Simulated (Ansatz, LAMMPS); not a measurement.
## Localised basis functions on glassy B2O3 (90 atoms)

Wanted: errors and times of a linear-scaling basis for glassy B2O3 (90 atoms). A setting counts as converged where the r.m.s. difference of forces stays under 1 % of the r.m.s. force.

Calculated with Ansatz 0.2.0; Kohn-Sham DFT, PBE, PAW (set soft_2), plane waves.

**What experiment says.** In-situ synchrotron X-ray diffraction of B2O3 glass under compression gave the average B-O distance from the total correlation function, which stays virtually unchanged from ambient pressure up to 5 GPa (“Nature of Structural Transformations in the B2O3 Glass under High   Pressure”, 2008, arxiv:0805.1828): nearest B–O distance 1.35 Å.

## 1. The system as given

The cell holds 90 atoms: 36 B and 54 O. Cell: a = 10.180 Å, b = 10.180 Å, c = 10.180 Å, α = 90.0°, β = 90.0°, γ = 90.0°. 90 atoms (36 B, 54 O) placed at random at 1.93 g/cm³, melted at 3000 K for 20 ps at fixed volume with the Buckingham and Coulomb pair potential of Guillot and Sator (Geochim. Cosmochim. Acta 71, 1249 (2007)) with the boron terms of Wang et al. (J. Non-Cryst. Solids 498, 294 (2018)). Quenched from 3000 K to 300 K at 50 K/ps and fixed volume, held 10 ps at zero pressure, then minimised at fixed cell.

Before any run, some limits are plain. The quench rate of 50 K/ps is orders of magnitude faster than experiment, which tends to freeze in extra defects. The starting topology of bonds comes from the classical model, and needn't be the one that DFT or experiment would give. Sampling is at Γ alone, for a cell whose shortest periodic width is 10 Å.

## 2. Making the structure

A classical potential supplies the starting structure, since it reaches far longer times than DFT.

This step: classical MD, Buckingham and Coulomb pair potential of Guillot and Sator (Geochim. Cosmochim. Acta 71, 1249 (2007)) with the boron terms of Wang et al. (J. Non-Cryst. Solids 498, 294 (2018)) (LAMMPS 22 Jul 2025 - Update 4).

in.lmp reads:

```
# melt-quench of B36O54
units metal
atom_style charge
boundary p p p
region box block 0 10.2469 0 10.2469 0 10.2469
create_box 2 box
mass 1 10.8100   # B
mass 2 15.9990   # O
create_atoms 1 random 36 17953 NULL overlap 1.5 maxtry 2000
create_atoms 2 random 54 17960 NULL overlap 1.5 maxtry 2000
pair_style buck/coul/long 9.0
pair_coeff * * 0.0 1.0 0.0
pair_coeff 1 2 206941.81 0.124 35.0018   # B-O
pair_coeff 2 2 9022.79 0.265 85.0921   # O-O
pair_coeff 1 1 484.40 0.35 0.0   # B-B
set type 1 charge 1.4175
set type 2 charge -0.945
kspace_style pppm 1.0e-4
neigh_modify delay 0 every 1 check yes
thermo_style custom step time temp pe press density
thermo_modify norm yes
timestep 0.001
thermo 100
min_style cg
minimize 1e-4 1e-4 200 2000
reset_timestep 0
velocity all create 3000 17954 mom yes dist gaussian
fix lim all nve/limit 0.05
fix lan all langevin 3000 3000 0.1 17955 zero yes
thermo 500
run 1000 post no
unfix lim
unfix lan
thermo 3333
# [... 7 lines left out ...]
thermo 3333
fix md all npt temp 300 300 0.1 iso 0 0 1
run 10000 post no
unfix md
thermo 100
min_style cg
minimize 0 1e-3 2000 20000
write_dump all custom glass.dump id type xs ys zs modify sort id
```

The run is started by

```
$ lmp -in in.lmp -log none -nocite
```

The log of the run:

```text
LAMMPS (22 Jul 2025 - Update 4)
Created orthogonal box = (0 0 0) to (10.2469 10.2469 10.2469)
Created 36 atoms
Created 54 atoms
PPPM initialization ...
  G vector (1/distance) = 0.33099165
  grid = 9 9 9
  estimated relative force accuracy = 5.1122039e-05
   Step          Time           Temp          PotEng         Press         Density
         0   0              0              3.2922632      1424391.4      1.9340129
       100   0.1            0             -11.607273     -56692.707      1.9340129
       119   0.119          0             -11.657813     -38744.551      1.9340129
Loop time of 0.104116 s on 1 MPI rank(s) for 119 steps with 90 atoms
[... 39 lines left out ...]
     83325   83.325         338.07959     -11.84784      -15496.314      1.9418521
     85000   85             303.28569     -11.839146      5983.2889      1.9725363
Loop time of 4.43951 s on 1 MPI rank(s) for 10000 steps with 90 atoms
   Step          Time           Temp          PotEng         Press         Density
     85000   85             303.28569     -11.839147      5982.8096      1.9725363
     85090   85.09          303.28569     -11.88377       520.93886      1.9725363
Loop time of 0.106298 s on 1 MPI rank(s) for 90 steps with 90 atoms
Minimization stats:
  Stopping criterion = linesearch alpha is zero
  Energy initial, next-to-last, final =
      -11.839147030331  -11.8837701667236  -11.8837701667236
  Force two-norm initial, final = 23.953041 0.10237186
  Iterations, force evaluations = 90 211
```

Wall time 34 s (1 thread of Arm Neoverse V2, shared host); peak memory 0.073 GiB.

## 3. Plane-wave single point

The first run uses the default basis; a harder plane-wave run follows as the reference for the support functions.

input.yaml reads:

```yaml
crystal:
  lattice:
    - [10.17975, 0.0, 0.0]
    - [0.0, 10.17975, 0.0]
    - [0.0, 0.0, 10.17975]
  atoms:
    - { symbol: B, position: [0.28249, 0.34791, 0.02869] }
    - { symbol: B, position: [0.52599, 0.34408, 0.28822] }
    - { symbol: B, position: [0.08448, 0.4473, 0.18089] }
    - { symbol: B, position: [0.07607, 0.68597, 0.77706] }
    - { symbol: B, position: [0.00769, 0.36694, 0.79234] }
    - { symbol: B, position: [0.27177, 0.56644, 0.88501] }
    - { symbol: B, position: [0.92531, 0.07731, 0.80288] }
    - { symbol: B, position: [0.7402, 0.74453, 0.68202] }
    - { symbol: B, position: [0.87107, 0.39193, 0.56049] }
    - { symbol: B, position: [0.62191, 0.35187, 0.54138] }
    - { symbol: B, position: [0.53495, 0.76431, 0.51488] }
    - { symbol: B, position: [0.34233, 0.61194, 0.58571] }
    - { symbol: B, position: [0.98013, 0.77091, 0.54772] }
    - { symbol: B, position: [0.63858, 0.40725, 0.93667] }
    - { symbol: B, position: [0.32248, 0.7943, 0.25985] }
    - { symbol: B, position: [0.67437, 0.17766, 0.8136] }
    - { symbol: B, position: [0.8775, 0.41955, 0.02573] }
    - { symbol: B, position: [0.50066, 0.5991, 0.19955] }
    - { symbol: B, position: [0.89176, 0.60032, 0.38866] }
    - { symbol: B, position: [0.4744, 0.17817, 0.08934] }
    - { symbol: B, position: [0.75792, 0.65252, 0.1566] }
    - { symbol: B, position: [0.2443, 0.0207, 0.18917] }
    - { symbol: B, position: [0.38561, 0.79965, 0.89758] }
    - { symbol: B, position: [0.33388, 0.98506, 0.71444] }
    - { symbol: B, position: [0.00522, 0.03686, 0.5452] }
    - { symbol: B, position: [0.23737, 0.38779, 0.51967] }
    - { symbol: B, position: [0.5772, 0.93683, 0.01955] }
    - { symbol: B, position: [0.85747, 0.72491, 0.91666] }
    - { symbol: B, position: [0.03103, 0.99509, 0.03574] }
    - { symbol: B, position: [0.15654, 0.19005, 0.37929] }
    - { symbol: B, position: [0.55434, 0.05621, 0.60225] }
    - { symbol: B, position: [0.65965, 0.94676, 0.39048] }
    - { symbol: B, position: [0.79821, 0.95229, 0.16226] }
    - { symbol: B, position: [0.11309, 0.66638, 0.34233] }
    - { symbol: B, position: [0.51094, 0.50587, 0.73999] }
    - { symbol: B, position: [0.21661, 0.22797, 0.73056] }
    - { symbol: O, position: [0.4027, 0.6909, 0.22238] }
    - { symbol: O, position: [0.75379, 0.32028, 0.56499] }
    - { symbol: O, position: [0.25866, 0.52284, 0.52383] }
    - { symbol: O, position: [0.99047, 0.906, 0.50908] }
    - { symbol: O, position: [0.32459, 0.68313, 0.93551] }
    - { symbol: O, position: [0.07375, 0.73403, 0.64918] }
    - { symbol: O, position: [0.5282, 0.23836, 0.20075] }
    - { symbol: O, position: [0.9382, 0.409, 0.90265] }
    - { symbol: O, position: [0.15908, 0.00181, 0.08337] }
    - { symbol: O, position: [0.83096, 0.68213, 0.04393] }
    - { symbol: O, position: [0.21876, 0.1206, 0.27943] }
    - { symbol: O, position: [0.56124, 0.33169, 0.42036] }
    - { symbol: O, position: [0.19058, 0.31966, 0.41032] }
    - { symbol: O, position: [0.52308, 0.06171, 0.03842] }
    - { symbol: O, position: [0.59043, 0.82798, 0.40671] }
    - { symbol: O, position: [0.92842, 0.96987, 0.12443] }
    - { symbol: O, position: [0.32976, 0.87584, 0.79704] }
    - { symbol: O, position: [0.98773, 0.73092, 0.87204] }
    - { symbol: O, position: [0.75074, 0.96378, 0.2905] }
    - { symbol: O, position: [0.50226, 0.8437, 0.95392] }
    - { symbol: O, position: [0.84675, 0.73961, 0.59527] }
    - { symbol: O, position: [0.00095, 0.68197, 0.42449] }
    - { symbol: O, position: [0.33827, 0.92408, 0.21724] }
    - { symbol: O, position: [0.48972, 0.4677, 0.23939] }
    - { symbol: O, position: [0.26421, 0.31093, 0.63098] }
    - { symbol: O, position: [0.70515, 0.92049, 0.06562] }
    - { symbol: O, position: [0.76378, 0.74163, 0.81695] }
    - { symbol: O, position: [0.25975, 0.09838, 0.73636] }
    - { symbol: O, position: [0.87881, 0.48456, 0.45956] }
    - { symbol: O, position: [0.81879, 0.6353, 0.27905] }
    - { symbol: O, position: [0.39735, 0.57711, 0.70868] }
    - { symbol: O, position: [0.7404, 0.42777, 0.02622] }
    - { symbol: O, position: [0.11282, 0.27905, 0.80506] }
    - { symbol: O, position: [0.62187, 0.64163, 0.15252] }
    - { symbol: O, position: [0.5617, 0.4306, 0.63651] }
    - { symbol: O, position: [0.95584, 0.4224, 0.1378] }
    - { symbol: O, position: [0.61514, 0.74964, 0.62628] }
    - { symbol: O, position: [0.41044, 0.70838, 0.51612] }
    - { symbol: O, position: [0.18558, 0.37727, 0.12085] }
    - { symbol: O, position: [0.36177, 0.23711, 0.03748] }
    - { symbol: O, position: [0.15577, 0.57957, 0.81113] }
    - { symbol: O, position: [0.30808, 0.4437, 0.93368] }
    - { symbol: O, position: [0.60097, 0.12628, 0.71013] }
    - { symbol: O, position: [0.62369, 0.27743, 0.89268] }
    - { symbol: O, position: [0.95831, 0.39172, 0.66608] }
    - { symbol: O, position: [0.43342, 0.99242, 0.61842] }
    - { symbol: O, position: [0.99731, 0.02383, 0.9061] }
    - { symbol: O, position: [0.20482, 0.76449, 0.32452] }
    - { symbol: O, position: [0.57511, 0.5026, 0.861] }
    - { symbol: O, position: [0.96577, 0.07191, 0.6721] }
    - { symbol: O, position: [0.06774, 0.12695, 0.46309] }
    - { symbol: O, position: [0.10765, 0.55559, 0.26152] }
    - { symbol: O, position: [0.80377, 0.13568, 0.83083] }
    - { symbol: O, position: [0.63066, 0.0375, 0.49004] }
kpoints:
  mp_grid: { grid: [1, 1, 1] }
hamiltonian:
  xc: pbe
scf:
  occupations: { method: fixed }
output:
  forces: true
  stress: true
  populations: true
  dos:
    method: { smearing: { sigma: 0.08 } }
    de: 0.1
    projected: { site_lists: { B: [B], O: [O] } }
  eigenvalues: true
  write_density: true
  write_potential: true
  volumetric_format: npy
```

The run is started by

```
$ ansatz run input.yaml --threads 4 --pin off --max-ram 8192MiB --backend cpu --events-out ev --progress --plain --runs-dir out
```

The log of the run:

```text
Engine: ansatz 0.2.0, aarch64-unknown-linux-gnu
Pseudopotentials: kind: paw
Pseudopotential: B, paw, valence charge 3, recommended cutoff 420 eV (normal), B.paw.azcp
Pseudopotential: O, paw, valence charge 6, recommended cutoff 420 eV (normal), O.paw.azcp
Functional definition: PBE
  parameter kappa = 0.804
  parameter beta = 0.066725
  exchange = pbe_x(kappa = kappa, mu = beta*pi^2/3)
  correlation = pbe_c(beta = beta)
Crystal: 90 atoms, lattice volume = 1054.900 Å³
Basis set: ecut = 420 eV, 20479 PW (Γ), exchange–correlation on 144×144×144 points (8 copies of the dense FFT grid, shifted against one another)
Bands: 306, of which v1, the nominal top of the filled ones, is band 216 counted from 1 (215 counted from 0)
Symmetry: 1 space group operations
Space group: P1 (ITA 1), of the structure as read, at distance tolerance 1.0e-4 Å
k-points: 1
Non-local potential: B, projectors of the file, l = 0: 2, l = 1: 2, l = 2: 1
Non-local potential: O, projectors of the file, l = 0: 2, l = 1: 2, l = 2: 1
PAW form: soft (Blöchl's): semilocal exchange-correlation on the pseudo side does not see the compensation charge
PAW one-centre angular grid: B, 110 points (default); XC on 64 Gauss nodes
PAW one-centre angular grid: O, 110 points (default); XC on 64 Gauss nodes
Initial density: superposition of atomic densities (neutral atoms: chi_scale 0, normalization atom), corrected by the library's trained network
Initial wavefunctions: pseudopotential atomic-orbital guess
Functional: x = pbe(κ = 0.804, μ = 0.219515), c = pbe(β = 0.066725)
SCF iter   1: F=—  HF=-36320.932263 eV  |F-HF|=—  |Δ(HF+E_count)|=         —  Δρ=4.29e-3  dr2=1.62e-1  ethr=1.77e-3  ⟨swp⟩=5.0  Hψ=1070  notcnv=0  defer=85
preconditioner: auto → Resta (q_TF=auto, 2.351 Å⁻¹)  ε∞=3.0  [insulator: Δε(μ)=4.512 eV  Ē_g=16.696 eV  n_scr=250 (ndim 8)  ℏωp=23.8 eV  f_vac=0.186  ε∞_Penn≈3.0]
SCF iter   2: F=—  HF=-36320.924587 eV  |F-HF|=—  |Δ(HF+E_count)|=   7.68e-3  Δρ=1.95e-3  dr2=2.62e-2  ethr=3.76e-5  ⟨swp⟩=3.0  Hψ=505  notcnv=0  defer=88
SCF iter   3: F=—  HF=-36320.930988 eV  |F-HF|=—  |Δ(HF+E_count)|=   6.40e-3  Δρ=7.61e-4  dr2=6.44e-3  ethr=6.06e-6  ⟨swp⟩=3.0  Hψ=387  notcnv=0  defer=88
SCF iter   4: F=—  HF=-36320.931652 eV  |F-HF|=—  |Δ(HF+E_count)|=   6.64e-4  Δρ=1.88e-4  dr2=4.00e-4  ethr=1.49e-6  ⟨swp⟩=2.0  Hψ=387  notcnv=0  defer=88
SCF iter   5: F=—  HF=-36320.931732 eV  |F-HF|=—  |Δ(HF+E_count)|=   7.98e-5  Δρ=1.09e-4  dr2=1.00e-4  ethr=9.25e-8  ⟨swp⟩=2.0  Hψ=436  notcnv=0  defer=88
SCF iter   6: F=—  HF=-36320.933021 eV  |F-HF|=—  |Δ(HF+E_count)|=   1.29e-3  Δρ=2.59e-5  dr2=6.94e-6  ethr=2.31e-8  ⟨swp⟩=2.0  Hψ=469  notcnv=0  defer=88
SCF iter   7: F=—  HF=-36320.933024 eV  |F-HF|=—  |Δ(HF+E_count)|=   3.83e-6  Δρ=1.12e-5  dr2=1.14e-6  ethr=1.61e-9  ⟨swp⟩=2.0  Hψ=439  notcnv=0  defer=88
SCF iter   8: F=—  HF=-36320.933024 eV  |F-HF|=—  |Δ(HF+E_count)|=   4.88e-8  Δρ=4.47e-6  dr2=1.86e-7  ethr=2.65e-10  ⟨swp⟩=2.0  Hψ=439  notcnv=0  defer=88
SCF iter   9: F=-36320.933025 eV  HF=-36320.933025 eV  |F-HF|=4.26e-9  |Δ(HF+E_count)|=   3.51e-8  Δρ=1.05e-6  dr2=1.51e-8  ethr=2.31e-11  ⟨swp⟩=23.0  Hψ=2916  notcnv=0
SCF 1 converged in 9 iterations: F = -36320.933025 eV  dr2 = 1.51e-8
  greatest PAW one-centre occupation: 0.860 electrons in one spin orbital (limit 2), on the O atom at site 76 (counted from 0), in its partial waves of l = 0
WARN: The input density's exchange-correlation potential varies sharply where the density is thin. Do not read a vacuum level from v_tot or v_xc, or from such a field of the output density. On a cell that repeats whose density bears no net charge and no dipole along the vacuum's axis use v_es (v_loc + v_h of the components); [...]
SCF converged after 9 iterations
Free energy (F): -36320.933025 eV
Harris-Foulkes:  -36320.933025 eV  (|F-HF|=4.26e-9)
Internal energy: -36320.933025 eV  (E = F + TS)
E sigma→0 (E₀):  -36320.933025 eV
Fermi energy:    1.719014 eV
--- Per-component energies (eV) ---
  E_band       = -2789.740734
  E_kinetic    = 11183.758254
  E_local      = -31186.420769  (includes V_loc(G=0)·N_el)
  E_nonlocal   = 3011.278771
  E_hartree    = 11316.007835
  E_xc         = -5059.564286
  E_vxc        = -6347.734256  (∫ρ·V_xc dr)
  E_paw        = -11415.229943  (= ΣΔE_a)
  E_vpaw       = -2082.778329  (= ΣTr[D̂ρ^β])
  E_aug_tail   = 0.138443  (compensation charges beyond the density's cutoff)
  E_ewald      = -14170.901330
  E_smearing   = -0.000000  (= −TS)
  E_closure    = 0.000000  (closes the sum)
  Σ components = -36320.933025   (vs F -36320.933025, Δ=0.00e0)
--- Forces (eV/Å), atoms counted from 1 ---
  atom   1  B      0.09612311     1.36022327     0.62203085
  atom   2  B      0.15124061     0.62433356    -0.50464758
  atom   3  B      0.36314929     0.53481917    -1.91282327
  atom   4  B     -1.27591671     0.39307258    -0.91150554
  atom   5  B     -0.58711233    -0.58475638    -0.01730076
  atom   6  B     -1.19896678     0.81725437     0.23595152
  atom   7  B     -0.51092260    -0.45715103    -0.45845639
  atom   8  B      2.08530780     0.22139862    -1.05715108
  atom   9  B     -1.12233637     0.96018094     1.24723467
  atom  10  B      0.51722651     1.80527962    -0.31536177
  atom  11  B      1.41388795     0.31334155     0.95450021
  atom  12  B      2.17252721    -1.58034733    -0.25921909
  atom  13  B     -0.89083432     1.83677303     3.27681154
  atom  14  B      1.63103385    -1.03247441    -2.44709594
[...]
atom  89  O     -0.24783866     0.07217506     0.38033767
  atom  90  O      0.37401436     0.69871248    -0.17707747
  max |Σ_I F_I| component: 1.12e-5 eV/Å
--- Stress (GPa, compression-positive) ---
       -9.041567       1.171788      -0.536680
        1.171788      -7.618257       0.324126
       -0.536671       0.324118     -11.163643
  P = ⅓ Tr σ = -9.2745 GPa (-92.745 kbar)
--- Band table (eV) ---
  k-point 0: bands = ["-20.1915", "-18.9862", "-18.6993", "-18.6372", [... 290 levels ...], "13.2048", "13.2493", "13.2928", "13.3607", "13.3773", "13.4385", "13.5143", "13.5385", "13.6224", "13.6353", "13.6727", "13.7402"]
--- Löwdin populations: 90 sites ---
  site symbol       q [e]
     0      B      2.3316
     1      B      2.3160
     2      B      2.3119
[...]
89      O      6.3838
  spilling = 0.008935 (of n_electrons = 432.000000)
```

It took 11 s on 4 threads of Arm Neoverse V2, shared host; peak memory 1.3 GiB.

The program notes that the exchange-correlation potential is rough where the density is thin.

Numbers from this run:

* free energy: -36320.9330 eV
* free energy per atom: -403.5659 eV/atom
* SCF cycles: 9
* pressure: -9.274 GPa
* r.m.s. force component: 0.7648 eV/Å
* longest force: 3.861 eV/Å
* Fermi energy: 1.719 eV
* gap (highest filled to lowest empty level): 4.415 eV
* spilling of the projection: 0.008935

The r.m.s. force component of 0.76 eV/Å sets the scale for the differences below.

## 4. Plane waves at 750 eV (750 eV)

The grid of the support functions holds more waves than the default cutoff, so they are judged against a harder plane-wave run.

input.yaml, the sections that differ from step 3:

```yaml
output:
  forces: true
  eigenvalues: true
basis:
  ecutwfc: "750 eV"
# crystal, kpoints, hamiltonian, scf: as in step 3
```

The log of the run:

```text
[...]
Crystal: 90 atoms, lattice volume = 1054.900 Å³
Basis set: ecut = 750 eV, 49173 PW (Γ), exchange–correlation on 192×192×192 points (8 copies of the dense FFT grid, shifted against one another)
Bands: 306, of which v1, the nominal top of the filled ones, is band 216 counted from 1 (215 counted from 0)
Symmetry: 1 space group operations
[...]
k-points: 1
[...]
SCF iter   1: F=—  HF=-36321.379137 eV  |F-HF|=—  |Δ(HF+E_count)|=         —  Δρ=4.26e-3  dr2=1.58e-1  ethr=1.77e-3  ⟨swp⟩=5.0  Hψ=1080  notcnv=0  defer=84
[...]
SCF iter   3: F=—  HF=-36321.369178 eV  |F-HF|=—  |Δ(HF+E_count)|=   3.96e-3  Δρ=7.56e-4  dr2=6.43e-3  ethr=6.21e-6  ⟨swp⟩=3.0  Hψ=384  notcnv=0  defer=32
automatic band count: iteration 3 solves 250 bands in place of 306: the levels show a gap, and the empty bands left out lie too high to hold charge; the band table lists the bands solved (type scf.n_extra_bands for more)
SCF iter   4: F=—  HF=-36321.369371 eV  |F-HF|=—  |Δ(HF+E_count)|=   1.93e-4  Δρ=1.87e-4  dr2=3.98e-4  ethr=1.49e-6  ⟨swp⟩=3.0  Hψ=389  notcnv=0  defer=32
[...]
SCF iter   9: F=-36321.369875 eV  HF=-36321.369875 eV  |F-HF|=4.85e-9  |Δ(HF+E_count)|=   2.83e-8  Δρ=1.04e-6  dr2=1.52e-8  ethr=2.31e-11  ⟨swp⟩=14.0  Hψ=1200  notcnv=0
SCF 1 converged in 9 iterations: F = -36321.369875 eV  dr2 = 1.52e-8
[...]
SCF converged after 9 iterations
Free energy (F): -36321.369875 eV
[...]
Internal energy: -36321.369875 eV  (E = F + TS)
E sigma→0 (E₀):  -36321.369875 eV
Fermi energy:    1.719069 eV
[...]
Σ components = -36321.369875   (vs F -36321.369875, Δ=0.00e0)
--- Forces (eV/Å), atoms counted from 1 ---
  atom   1  B      0.09577234     1.36032235     0.62216566
  atom   2  B      0.15104560     0.62398755    -0.50414179
  atom   3  B      0.36399147     0.53475025    -1.91290725
  atom   4  B     -1.27685719     0.39279840    -0.91115390
[...]
atom  90  O      0.37551186     0.70019570    -0.17757291
  max |Σ_I F_I| component: 1.37e-5 eV/Å
--- Band table (eV) ---
[...]
```

The job ended after 12 s (4 threads; peak memory 2.5 GiB).

Forces differ from the reference by 0.73 meV/Å r.m.s., 0.096 % of their size, well within a tolerance of 1 %; the energy by -4.9 meV/atom.

[end of part 1 of 4]

[Long decimals in the printed logs are rounded to 6 places.]

[Logs are printed without paths, hosts, clocks, repeated set-up lines and the standing remarks that a program may print on its own settings, such as how far it seeks lower states.]

[Hosts, paths, dates, database ids (printed as entryN), source tags and the programs' standing remarks are cut or masked in the printed files.]
